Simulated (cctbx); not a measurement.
# DySc3: solution and refinement

Cell a = 6.3580 Å, b = 6.3580 Å, c = 5.5350 Å, α = 90.00°, β = 90.00°, γ = 120.00°; space group P6_3/mmc (no. 194); content Dy2 Sc6.

The data are simulated with cctbx, not measured: Mo Kα, λ = 0.71073 Å, to d = 0.75 Å, 70 % of the full sphere, strongest reflection 40000 counts, noise from counting, a 1.5 % proportional error and a noise floor of 2 counts (s.d.); no absorption.

Charge flipping in P1 on normalised amplitudes to 0.8 Å, δ = 1.1 σ, 30 % of the reflections treated as weak, 600 cycles:

```text
cycle      R  skewness
    0  0.510     0.15
   50  0.423     2.22
  100  0.441     2.16
  150  0.438     2.06
  200  0.423     2.15
  250  0.409     1.92
  300  0.415     2.09
  350  0.433     2.22
  400  0.422     2.09
  450  0.414     2.13
  500  0.427     2.11
  550  0.439     2.02
origin shift          correlation  skewness
 0.446  0.612  0.151      0.930      8.33
 0.462  0.116  0.145      0.920      4.11
-0.012  0.201  0.462      0.886      0.67
 0.113  0.448  0.150      0.943      5.47
taken: symmetry correlation 0.930, skewness 8.33
peak      x       y       z  mult  height/sigma
Q1    0.3333  0.6667  0.2500    2     20.8
Q2    0.1766  0.3531  0.7500    6      5.8
Q3    0.0000  0.0000  0.2500    2      1.8
Q4    0.1145  0.5573  0.2500    6      1.7
Q5    0.3333  0.6667  0.9890    4      1.7
Q6    0.2142  0.4284  0.2500    6      1.1
Q7    0.0000  0.0000  0.0000    2      1.1
```

The origin is taken among those within 0.04 of the best correlation, by the skewness of the map.

It took 0.54 s on 1 thread of Arm Neoverse V2, with other jobs on the host, peak memory 0.08 GiB.

Q: Assign the peaks.

Heights go roughly as Z and multiplicities must add up to the content. First model: Q1 = Dy1 (2 in the cell, height 20.8) and Q2 = Sc1 (6 in the cell, height 5.8). Against the true structure, Q1 is Dy and Q2 is Sc; the other peaks are not atoms.

Least squares on F², isotropic:

```text
Rint 0.016, 114 unique reflections to 0.76 A
cycle     R1     wR2    GooF  max shift (A)
   1  0.1024  0.2285  28.372   0.01227
   2  0.0085  0.0251   3.115   0.00000
final R1 0.0085 wR2 0.0251 GooF 3.115  parameters 3  data/parameter 38.0
atom        x        y        z      Ueq    occ   su(xyz)  su(Uiso or U11)
Dy1    0.33333  0.66667  0.25000   0.0085  1.000  0.00000  0.0001
Sc1    0.17544  0.35087  0.75000   0.0161  1.000  0.00014  0.0002
difference map: max 1.69 min -0.72 rms 0.11
Q1    0.3333  0.6667  0.1668    4    1.69  0.46 A from Dy1
Q2    0.2217  0.4435  0.7500    6    0.65  0.51 A from Sc1
Q3    0.1303  0.2607  0.7500    6    0.58  0.50 A from Sc1
Q4    0.1605  0.5803  0.1941   12    0.19  1.00 A from Dy1
Q5    0.2391  0.4783  0.0547   12    0.18  1.50 A from Dy1
```

Anisotropic refinement:

```text
Rint 0.016, 114 unique reflections to 0.76 A
cycle     R1     wR2    GooF  max shift (A)
   1  0.0085  0.0251   3.159   0.00004
   2  0.0032  0.0078   0.980   0.00000
final R1 0.0032 wR2 0.0078 GooF 0.980  parameters 6  data/parameter 19.0
atom        x        y        z      Ueq    occ   su(xyz)  su(Uiso or U11)
Dy1    0.33333  0.66667  0.25000   0.0085  1.000  0.00000  0.0000
Sc1    0.17544  0.35088  0.75000   0.0162  1.000  0.00005  0.0001
difference map: max 0.15 min -0.17 rms 0.04
Q1    0.1092  0.2184  0.6454   12    0.16  0.93 A from Sc1
Q2    0.2244  0.4488  0.0575   12    0.14  1.60 A from Dy1
Q3    0.1639  0.3277  0.6030   12    0.14  0.82 A from Sc1
Q4    0.0221  0.2626  0.2500   12    0.13  1.09 A from Sc1
Q5    0.9857  0.4211  0.2500   12    0.12  1.37 A from Sc1
Q6    0.0000  0.4206  0.0000   12    0.10  1.96 A from Sc1
```

**Reading.** The refinement ends at R1 = 0.0032, wR2 = 0.0078, GooF = 0.98, with difference density between -0.17 and 0.15 e/Å³. Every site matches the true model in element, within 0.001 Å r.m.s., up to an allowed shift of origin.

True model:

| atom | mult. | x | y | z | Ueq (Å²) |
| --- | --- | --- | --- | --- | --- |
| Dy1 | 2 | 1/3 | 2/3 | 3/4 | 0.0087 |
| Sc1 | 6 | 0.1754 | 0.3508 | 1/4 | 0.0162 |

The model is made up (kin elements in a known structure type, no relaxation), so it says nothing on whether the phase exists.

[Middle refinement cycles are left out of these outputs.]

[Logs are printed without paths, hosts, clocks, repeated set-up lines and the standing remarks that a program may print on its own settings, such as how far it seeks lower states.]
